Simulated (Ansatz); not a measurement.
# SbAs (model cell, started as CsCl type): following an unstable mode, part 2 of 2

Aim: this structure of SbAs (model cell, started as CsCl type) is to be tested for unstable modes, and one is followed downhill.

Ansatz 0.2.0; DFT PBEsol, scalar-relativistic, plane waves, PAW.

So far, highest frequency on the path or at a solved wavevector (cm⁻¹): step 2 (phonons on a q mesh) 124. Also lowest frequency on the path (cm⁻¹): step 2 -100.

The structure was built from a prototype and need not be the compound's stable phase.

## Step 4: The mode frozen in, largest atomic shift 0.32 Å

The atoms are moved along the unstable eigenvector, the largest shift by 0.32 Å, with the cell fixed.

The input, input.yaml:

```yaml
crystal:
  lattice:
    - [-3.5245974121, 0.0, 0.0]
    - [0.0, -3.5245974121, -3.5245974121]
    - [0.0, -3.5245974121, 3.5245974121]
  atoms:
    - { symbol: Sb, position: [1.0, 0.5, 0.5] }
    - { symbol: Sb, position: [1.0, 1.0, 1.0] }
    - { symbol: As, position: [0.590790511, 0.0, 0.5] }
    - { symbol: As, position: [0.409209489, 0.5, 0.0] }
kpoints:
  mp_grid: { grid: [10, 8, 8] }
hamiltonian:
  xc: pbesol
scf:
  occupations: { method: methfessel_paxton, width: 0.15 }
output:
  forces: true
  stress: true
  eigenvalues: true
  write_density: true
  write_potential: true
  elf: true
  volumetric_format: npy
```

Started as:

```bash
$ ansatz run input.yaml --threads 4 --pin off --max-ram 7168MiB --backend cpu --events-out ev --progress --plain --runs-dir out
```

Numbers of over 12 decimals in the logs are rounded to 6 here.

What it wrote:

```text
[...]
Crystal: 4 atoms, lattice volume = 87.571 Å³
Basis set: ecut = 420 eV, 1719 PW (Γ), exchange–correlation on 48×72×72 points (8 copies of the dense FFT grid, shifted against one another)
Bands: 36, of which v1, the nominal top of the filled ones, is band 30 counted from 1 (29 counted from 0)
Symmetry: 16 space group operations
[...]
k-points: 90 of 640
[...]
k-point 0: bands = [... 26 lower, 10.2159, 10.2159, 10.8537, 13.0216, 15.4407, 15.8315, 16.6928, 16.9869, ... 2 higher]
  k-point 1: bands = [... 26 lower, 9.9139, 10.5548, 10.9407, 13.1401, 15.2328, 16.0772, 16.2541, 16.9856, ... 2 higher]
  k-point 2: bands = [... 26 lower, 9.2186, 11.1945, 11.2180, 13.4166, 14.7209, 15.2112, 16.6272, 17.1683, ... 2 higher]
  k-point 89: bands = [... 26 lower, 6.5498, 6.5498, 13.8985, 13.8985, 15.3228, 15.3228, 16.5172, 16.5172, ... 2 higher]
[key lines of the parts left out:]
SCF converged after 7 iterations
Free energy (F): -22441.261521 eV
Fermi energy:    12.631304 eV
P = ⅓ Tr σ = 2.5473 GPa (25.473 kbar)
```

The job ended after 6 s (4 threads of Intel Xeon 6975P-C (Granite Rapids), shared host; peak memory 0.59 GiB).

This step gave:

```
pressure                         : 2.547 GPa
energy from the undistorted cell : -23.73 meV/atom
```

The energy, extrapolated to zero smearing, is -23.73 meV/atom against the undistorted cell.

The run ends at a pressure of 2.55 GPa, with forces up to 0.077 eV/Å.

## Step 5: Energy along the mode, all amplitudes (two of the runs are shown above)

An imaginary frequency means negative curvature, so the energy should fall and then rise again as anharmonic terms take over.

Numbers from this step:

```
depth at the lowest point sampled  : 23.73 meV/atom
largest atomic shift at that point : 0.32 Å
```

Energy from the parent against largest atomic shift:

| largest atomic shift (Å) | energy from the parent (meV/atom) |
| --- | --- |
| 0.000 | 0 |
| 0.040 | -0.609 |
| 0.080 | -2.34 |
| 0.140 | -7.80 |
| 0.220 | -17.5 |
| 0.320 | -23.7 |
| 0.450 | -18.6 |
| 0.600 | 19.7 |

Displacement at unit largest shift by atom:

| atom | x (Å) | y (Å) | z (Å) | size |
| --- | --- | --- | --- | --- |
| Sb1 | 0.00 | 0.00 | 0.00 | 0.00 |
| Sb2 | 0.00 | 0.00 | 0.00 | 0.00 |
| As3 | -1.00 | 0.00 | 0.00 | 1.00 |
| As4 | 1.00 | 0.00 | 0.00 | 1.00 |

The lowest of the steps tried is at 0.32 Å, 23.7 meV/atom below the parent; the bottom of the well need not coincide with a step.

## Step 6: Relaxing from the distorted cell

Starting from the lowest point found, all atoms and the cell are let go, so that strain and other modes of the same symmetry can join in.

input.yaml: that of step 4 with these lines changed.

```diff
@@ -20,5 +20,6 @@
   eigenvalues: true
-  write_density: true
-  write_potential: true
-  elf: true
-  volumetric_format: npy
+relax:
+  adjacent_minimum: "off"
+  f_tol: 0.002
+  max_steps: 120
+  cell: { stress_tol: 0.03 }
```

What it wrote:

```text
[...]
Crystal: 4 atoms, lattice volume = 87.571 Å³
Basis set: ecut = 420 eV, 1719 PW (Γ), exchange–correlation on 48×72×72 points (8 copies of the dense FFT grid, shifted against one another)
Bands: 36, of which v1, the nominal top of the filled ones, is band 30 counted from 1 (29 counted from 0)
Symmetry: 16 space group operations
[...]
k-points: 90 of 640
[...]
SCF iter   1: F=—  HF=-22441.271125 eV  |F-HF|=—  |Δ(HF+E_count)|=         —  Δρ=4.32e-3  dr2=2.79e-2  ethr=1.77e-3  ⟨swp⟩=6.6  Hψ=12805  notcnv=0
[...]
SCF iter   7: F=-22441.261521 eV  HF=-22441.261521 eV  |F-HF|=2.51e-9  |Δ(HF+E_count)|=   1.63e-7  S|Δr|=    0.00e0  Δρ=5.40e-6  dr2=2.23e-8  ethr=1.67e-10  ⟨swp⟩=7.6  Hψ=13028  notcnv=0
SCF 1 converged in 7 iterations: F = -22441.261521 eV  dr2 = 2.23e-8
[...]
relax step   1: F+E_penalty+E_count = -22441.26152110 eV  Δ(F+E_penalty+E_count) = +0.000e0 eV  max|allowed force component| = 7.691e-2 eV/Å  Δτ_max = 0.0000 Å  P = +2.547 GPa  Ω = 87.571 Å³  (7 SCF iters, dr2 threshold 1.00e-7 eV, accepted)
Crystal: 4 atoms, lattice volume = 94.244 Å³
Basis set: ecut = 420 eV, 1841 PW (Γ), exchange–correlation on 48×72×72 points (8 copies of the dense FFT grid, shifted against one another)
[...]
SCF iter   6: F=-22441.301815 eV  HF=-22441.301815 eV  |F-HF|=5.27e-9  |Δ(HF+E_count)|=   1.44e-7  S|Δr|=    0.00e0  Δρ=8.26e-6  dr2=4.75e-8  ethr=6.67e-10  ⟨swp⟩=5.9  Hψ=13827  notcnv=0
SCF 2 converged in 6 iterations: F = -22441.301815 eV  dr2 = 4.75e-8
relax step   2: F+E_penalty+E_count = -22441.30181519 eV  Δ(F+E_penalty+E_count) = -4.029e-2 eV  max|allowed force component| = 2.553e-1 eV/Å  Δτ_max = 0.0665 Å  P = -1.890 GPa  Ω = 94.244 Å³  energy of the carried Pulay correction = -1.527e-3 eV  (6 SCF iters, dr2 threshold 4.00e-7 eV, accepted)
Crystal: 4 atoms, lattice volume = 93.303 Å³
Basis set: ecut = 420 eV, 1817 PW (Γ), exchange–correlation on 48×72×72 points (8 copies of the dense FFT grid, shifted against one another)
[...]
SCF iter   5: F=-22441.324516 eV  HF=-22441.324516 eV  |F-HF|=1.48e-7  |Δ(HF+E_count)|=   1.85e-6  S|Δr|=    0.00e0  Δρ=1.65e-5  dr2=3.90e-7  ethr=6.67e-10  ⟨swp⟩=4.0  Hψ=14042  notcnv=0
SCF 3 converged in 5 iterations: F = -22441.324516 eV  dr2 = 3.90e-7
relax step   3: F+E_penalty+E_count = -22441.32451615 eV  Δ(F+E_penalty+E_count) = -2.270e-2 eV  max|allowed force component| = 1.268e-1 eV/Å  Δτ_max = 0.0343 Å  P = -0.622 GPa  Ω = 93.303 Å³  energy of the carried Pulay correction = -1.318e-3 eV  (5 SCF iters, dr2 threshold 4.00e-7 eV, accepted)
[...]
relax step   4: F+E_penalty+E_count = -22441.33203547 eV  Δ(F+E_penalty+E_count) = -7.519e-3 eV  max|allowed force component| = 8.530e-3 eV/Å  Δτ_max = 0.0533 Å  P = +0.226 GPa  Ω = 93.519 Å³  energy of the carried Pulay correction = -1.366e-3 eV  (6 SCF iters, dr2 threshold 4.00e-7 eV, accepted)
[...]
relax step   5: F+E_penalty+E_count = -22441.33248436 eV  Δ(F+E_penalty+E_count) = -4.489e-4 eV  max|allowed force component| = 4.585e-3 eV/Å  Δτ_max = 0.0050 Å  P = +0.128 GPa  Ω = 93.862 Å³  energy of the carried Pulay correction = -1.442e-3 eV  (4 SCF iters, dr2 threshold 3.54e-7 eV, accepted)
[...]
relax step   6: F+E_penalty+E_count = -22441.33249542 eV  Δ(F+E_penalty+E_count) = -1.107e-5 eV  max|allowed force component| = 1.402e-3 eV/Å  Δτ_max = 0.0034 Å  P = -0.022 GPa  Ω = 94.150 Å³  energy of the carried Pulay correction = -1.506e-3 eV  (5 SCF iters, dr2 threshold 4.52e-8 eV, accepted)
[...]
relax step   7: F+E_penalty+E_count = -22441.33251281 eV  Δ(F+E_penalty+E_count) = -1.739e-5 eV  max|allowed force component| = 1.299e-4 eV/Å  Δτ_max = 0.0011 Å  P = -0.001 GPa  Ω = 94.101 Å³  energy of the carried Pulay correction = -1.495e-3 eV  (4 SCF iters, dr2 threshold 2.65e-9 eV, accepted)
Basis set: ecut = 420 eV, 1841 PW (Γ), exchange–correlation on 50×72×72 points (8 copies of the dense FFT grid, shifted against one another)
[...]
SCF iter   6: F=-22441.334091 eV  HF=-22441.334091 eV  |F-HF|=0.00e0  |Δ(HF+E_count)|=  1.46e-11  S|Δr|=    0.00e0  Δρ=7.83e-8  dr2=6.17e-12  ethr=1.00e-12  ⟨swp⟩=6.0  Hψ=14598  notcnv=0
SCF 8 converged in 6 iterations: F = -22441.334091 eV  dr2 = 6.17e-12
relax step   8: F+E_penalty+E_count = -22441.33409140 eV  Δ(F+E_penalty+E_count) = -1.579e-3 eV  max|allowed force component| = 3.049e-4 eV/Å  Δτ_max = 0.0000 Å  P = +0.001 GPa  Ω = 94.101 Å³  stress off target by 1.34e-2 GPa  SCF on the basis re-selected at this cell (its energy is not comparable with the rows above)  (6 SCF iters)
basis re-selected at this cell: Δ(F+E_penalty+E_count) = -1.579e-3 eV, ΔP = +0.002 GPa vs the last step (what re-selecting the basis moved, of the pressure what is left beyond the Pulay correction that the steps carried, after the strain that the cell walked since its last selection, with what the two solves' SCF thresholds leave and, on support functions, any second-order correction that the steps lacked; it is no measure of the basis error at this ecutwfc). The dense FFT grid was sized anew with the basis: this SCF ran on 25×36×36 points, the steps before it on 24×36×36, so part of this shift can come from that change (see relax.cell in the input reference). [rest of the remark cut]
SCF converged after 6 iterations
[...]
Free energy (F): -22441.334091 eV
[...]
Internal energy: -22441.332495 eV  (E = F + TS)
E sigma→0 (E₀):  -22441.333692 eV
Entropy (-TS):   -0.001596 eV (-0.399 meV/atom)
Fermi energy:    11.545049 eV
[...]
--- Forces (eV/Å), atoms counted from 1 ---
  atom   1  Sb    -0.00000000    -0.00000000     0.00000000
  atom   2  Sb     0.00000000     0.00000000     0.00000000
  atom   3  As    -0.00030493     0.00000000    -0.00000000
  atom   4  As     0.00030493     0.00000000     0.00000000
  max |Σ_I F_I| component: 1.43e-17 eV/Å
--- Stress (GPa, compression-positive) ---
        0.013436       0.000000      -0.000000
        0.000000      -0.005407      -0.000000
       -0.000000      -0.000000      -0.005407
  P = ⅓ Tr σ = 0.0009 GPa (0.009 kbar)
--- Band table (eV; the first three rows and the last of 90) ---
  k-point 0: bands = [... 26 lower, 9.1720, 9.1720, 9.8582, 11.1855, 13.5581, 13.9267, 14.9403, 15.5559, ... 2 higher]
  k-point 1: bands = [... 26 lower, 8.9029, 9.3472, 9.9310, 11.4377, 13.3647, 13.6848, 15.2425, 15.5238, ... 2 higher]
  k-point 2: bands = [... 26 lower, 8.2680, 9.6928, 10.1311, 12.1188, 12.7816, 13.1830, 15.3227, 15.3445, ... 2 higher]
  k-point 89: bands = [... 26 lower, 5.9709, 5.9709, 12.9255, 12.9255, 13.8353, 13.8353, 15.0989, 15.0989, ... 2 higher]
--- Relaxed structure (7 steps of the walk, 7 accepted, 1 SCFs on fresh bases) ---
  F+E_penalty+E_count = -22441.33409140 eV   max|allowed force component| = 3.049e-4 eV/Å   (the final SCF, on the basis selected at the relaxed cell)
  cell:  # Å, volume = 94.1009 Å³
    - [-3.718471, 0, 0]
    - [0, -3.557130, -3.557130]
    - [0, -3.557130, 3.557130]
  atoms:
    - { symbol: Sb, position: [1.0, 0.5, 0.5] }
    - { symbol: Sb, position: [1.0, 1.0, 1.0] }
    - { symbol: As, position: [0.636613, 0.0, 0.5] }
    - { symbol: As, position: [0.363387, 0.5, 0.0] }
```

Elapsed: 34 s, on 4 threads; peak memory 0.63 GiB.

Step by step:

| step | energy less that of the first step (eV) | largest force component (eV/Å) | pressure (GPa) | volume (Å³) |
| --- | --- | --- | --- | --- |
| 1 | 0.0000 | 0.0769 | 2.55 | 87.57 |
| 2 | -0.0403 | 0.2553 | -1.89 | 94.24 |
| 3 | -0.0630 | 0.1268 | -0.62 | 93.30 |
| 4 | -0.0705 | 0.0085 | 0.23 | 93.52 |
| 5 | -0.0710 | 0.0046 | 0.13 | 93.86 |
| 6 | -0.0710 | 0.0014 | -0.02 | 94.15 |
| 7 | -0.0710 | 0.0001 | 0.00 | 94.10 |
| 8* | -0.0726 | 0.0003 | 0.00 | 94.10 |

Relaxation steps marked * repeat the geometry before them on a plane-wave basis chosen anew for their cell, so energy and pressure can jump there.

Forces are held to the 16 operations that the run works with; a distortion that breaks them can't arise in this run.

| cell as run | before | after | change |
| --- | --- | --- | --- |
| a (Å) | 3.525 | 3.718 | +5.5 % |
| b (Å) | 4.985 | 5.031 | +0.9 % |
| c (Å) | 4.985 | 5.031 | +0.9 % |
| volume (Å³/atom) | 21.89 | 23.53 | +7.5 % |

The atoms that moved most (Å, as changes of fractional coordinates times the final cell):

| atom | dx | dy | dz | length |
| --- | --- | --- | --- | --- |
| As4 | 0.170 | 0.000 | 0.000 | 0.170 |
| As3 | -0.170 | 0.000 | 0.000 | 0.170 |

Numbers from this step:

* pressure: 8.74e-4 GPa
* volume per atom: 23.53 Å³

The distorted start has space group P4/nmm; the relaxation ends in P4/nmm.

## Step 7: Modes of the new phase, k-mesh 10×8×8

A relaxed structure may still be a saddle point, so its zone-centre modes are computed. No field response is asked, since the mesh shows no gap.

input.yaml, the sections that differ from step 6:

```yaml
crystal:
  lattice:
    - [-3.7184705133, 0.0, 0.0]
    - [0.0, -3.5571303809, -3.5571303809]
    - [0.0, -3.5571303809, 3.5571303809]
  atoms:
    - { symbol: Sb, position: [1.0, 0.5, 0.5] }
    - { symbol: Sb, position: [1.0, 1.0, 1.0] }
    - { symbol: As, position: [0.636612871, 0.0, 0.5] }
    - { symbol: As, position: [0.363387129, 0.5, 0.0] }
output:
  eigenvalues: true
phonons:
  method: dfpt
# kpoints, hamiltonian, scf: as in step 6
# relax: removed
```

What it wrote:

```text
zone centre: on kpoints.mp_grid the ground state, and the responses unless they are solved on pairs of k-points, stand on 204 of the mesh's 640 k-points, reduced under 2 symmetry operations, with k and −k counted as one. Each operation leaves every solved displacement unchanged or reverses it
[...]
Crystal: 4 atoms, lattice volume = 94.101 Å³
Basis set: ecut = 420 eV, 1841 PW (Γ), exchange–correlation on 50×72×72 points (8 copies of the dense FFT grid, shifted against one another)
Bands: 36, of which v1, the nominal top of the filled ones, is band 30 counted from 1 (29 counted from 0)
Symmetry: 16 space group operations
k-points: 204 of 640 (irreducible under 2 space group operations, time reversal used)
[...]
SCF iter   1: F=—  HF=-22441.340567 eV  |F-HF|=—  |Δ(HF+E_count)|=         —  Δρ=3.57e-3  dr2=1.68e-2  ethr=1.77e-3  ⟨swp⟩=6.6  Hψ=29203  notcnv=0
[...]
SCF iter  10: F=-22441.334091 eV  HF=-22441.334091 eV  |F-HF|=3.64e-12  |Δ(HF+E_count)|=  1.46e-11  S|Δr|=    0.00e0  Δρ=4.21e-8  dr2=2.63e-12  ethr=1.00e-12  ⟨swp⟩=8.3  Hψ=33707  notcnv=0
SCF 1 converged in 10 iterations: F = -22441.334091 eV  dr2 = 2.63e-12
[...]
DFPT response loops at Γ: preconditioner auto → Kerker (q_TF=auto, 2.531 Å⁻¹) (partly filled bands, converged f_vac=0.000); β = 1.00, the filter's whole step (`scf.mixing.beta` (0.50) is not read by the response loops under this deck's `scf.mixing.preconditioner`; to damp them name `kerker` or `kerker_dos`, under which they read `scf.mixing.beta`, and type it under 1.00, their step now; both keys bind the ground state too); Broyden in place of MSR1
SCF converged after 10 iterations
[...]
Free energy (F): -22441.334091 eV
[...]
Internal energy: -22441.332496 eV  (E = F + TS)
E sigma→0 (E₀):  -22441.333692 eV
Entropy (-TS):   -0.001596 eV (-0.399 meV/atom)
Fermi energy:    11.545050 eV
[...]
--- Band table (eV; the first three rows and the last of 204) ---
  k-point 0: bands = [... 26 lower, 9.1720, 9.1720, 9.8582, 11.1855, 13.5581, 13.9267, 14.9403, 15.5559, ... 2 higher]
  k-point 1: bands = [... 26 lower, 8.9029, 9.3472, 9.9310, 11.4377, 13.3647, 13.6848, 15.2425, 15.5238, ... 2 higher]
  k-point 2: bands = [... 26 lower, 8.2680, 9.6928, 10.1311, 12.1188, 12.7816, 13.1830, 15.3227, 15.3445, ... 2 higher]
  k-point 203: bands = [... 26 lower, 5.9709, 5.9709, 12.9255, 12.9255, 13.8353, 13.8353, 15.0989, 15.0989, ... 2 higher]
--- Phonons (Γ-DFPT): 4 representative perturbations + reference, on 204 of 640 k-points (Σ response iterations 12) ---
  k mesh reduced under 2 symmetry operations, with k and −k counted as one. Each operation leaves every solved displacement unchanged or reverses it
  ASR residual: 6.255e-5 → 0.000e0 eV/Å²; symmetrization residual: 2.502e-5 eV/Å²
  ASR residual per site (eV/Å²): 5.00e-5 5.00e-5 6.25e-5 6.25e-5
  Γ frequencies (cm⁻¹): 0.00 0.00 0.00 39.56 62.84 62.84 109.27 109.94 109.94 110.26 110.26 122.40
  non-analytic LO–TO correction: not included (Born effective charges unavailable; polar crystals: no LO–TO splitting at Γ)
```

Wall time 1.8 min (4 threads); peak memory 2.4 GiB; 6.4 min of CPU time.

Numbers from this step:

- sum-rule residual before enforcement: 6.25e-5 eV/Å²
- point group: 4/mmm
- highest optical mode at the zone centre (no LO-TO term): 122.4 cm⁻¹
- lowest optical zone-centre mode: 39.56 cm⁻¹

Patterns of degenerate modes are one choice out of their space. The modes at Γ (shares of kinetic energy by element, %):

| mode | frequency (cm⁻¹) | symmetry | Sb % | As % |
| --- | --- | --- | --- | --- |
| 1 | 0.0 | acoustic | 62 | 38 |
| 2 | 0.0 | acoustic | 62 | 38 |
| 3 | 0.0 | acoustic | 62 | 38 |
| 4 | 39.6 | B1g | 100 | 0 |
| 5 | 62.8 | Eg | 32 | 68 |
| 6 | 62.8 | Eg | 32 | 68 |
| 7 | 109.3 | A1g | 0 | 100 |
| 8 | 109.9 | Eu | 38 | 62 |
| 9 | 109.9 | Eu | 38 | 62 |
| 10 | 110.3 | Eg | 68 | 32 |
| 11 | 110.3 | Eg | 68 | 32 |
| 12 | 122.4 | A2u | 38 | 62 |

Displacements in mode 4 (39.6 cm⁻¹), the largest set to 1:
```
Sb1  1.00  0.00  0.00
Sb2 -1.00  0.00  0.00
As3  0.00  0.00  0.00
As4  0.00  0.00  0.00
```

Displacements in mode 8 (109.9 cm⁻¹), the largest set to 1:
```
Sb1  0.00  0.17 -0.62
Sb2  0.00  0.17 -0.62
As3  0.00 -0.28  1.00
As4  0.00 -0.28  1.00
```

Before it was imposed, the acoustic sum rule was missed by 6.3e-5 eV/Å². Small misses are needed for a sound result but don't prove that mesh and cutoff are converged. The lowest optical mode is real, 39.6 cm⁻¹.

## Step 8: Outcome

```json
{
  "unstable mode of the parent": "q = (0, -0.5, -0.5), 100i cm⁻¹",
  "depth at the lowest point sampled": "23.7 meV/atom",
  "largest atomic shift at that point": "0.32 Å",
  "space group reached (within 0.01 Å)": "P4/nmm",
  "energy gained over the parent (first relaxation, on the mesh of the frozen mode)": "41.8 meV/atom",
  "volume per atom, phase reached": "23.5 Å³",
  "lowest optical zone-centre mode, phase reached": "39.6 cm⁻¹",
  "highest optical mode at the zone centre (no LO-TO term), phase reached": "122 cm⁻¹"
}
```

**Reading.** Along this mode the structure falls into P4/nmm, 41.8 meV/atom below the parent. At the parent's cell the well is 23.73 meV/atom deep on the steps tried, with its lowest point at a shift of 0.32 Å. Relaxing atoms and cell changes the gain by +18.11 meV/atom against the lowest step (energies at zero smearing). The new phase has no imaginary mode at the zone centre of its cell; other wavevectors were not checked. Of the 2 patterns followed to their end from this parent, this one ends 45.3 meV/atom above the lowest, P4/nmm. Each path keeps the symmetry of its pattern, so a lower phase may lie along a pattern not tried. With no gap, or one that is small against the smearing, the frequencies hang on the k mesh and the smearing, most of all near Kohn anomalies. Spin-orbit coupling is left out, which can matter for the heavy elements here. A phonon run warned that its eigensolver left some bands unconverged in a pass. The starting cell was built on a prototype and not taken from a measurement, so the phase need not exist.

[Logs are printed without paths, hosts, clocks, repeated set-up lines and the standing remarks that a program may print on its own settings, such as how far it seeks lower states.]

[Hosts, paths, dates, database ids (printed as entryN), source tags and the programs' standing remarks are cut or masked in the printed files.]
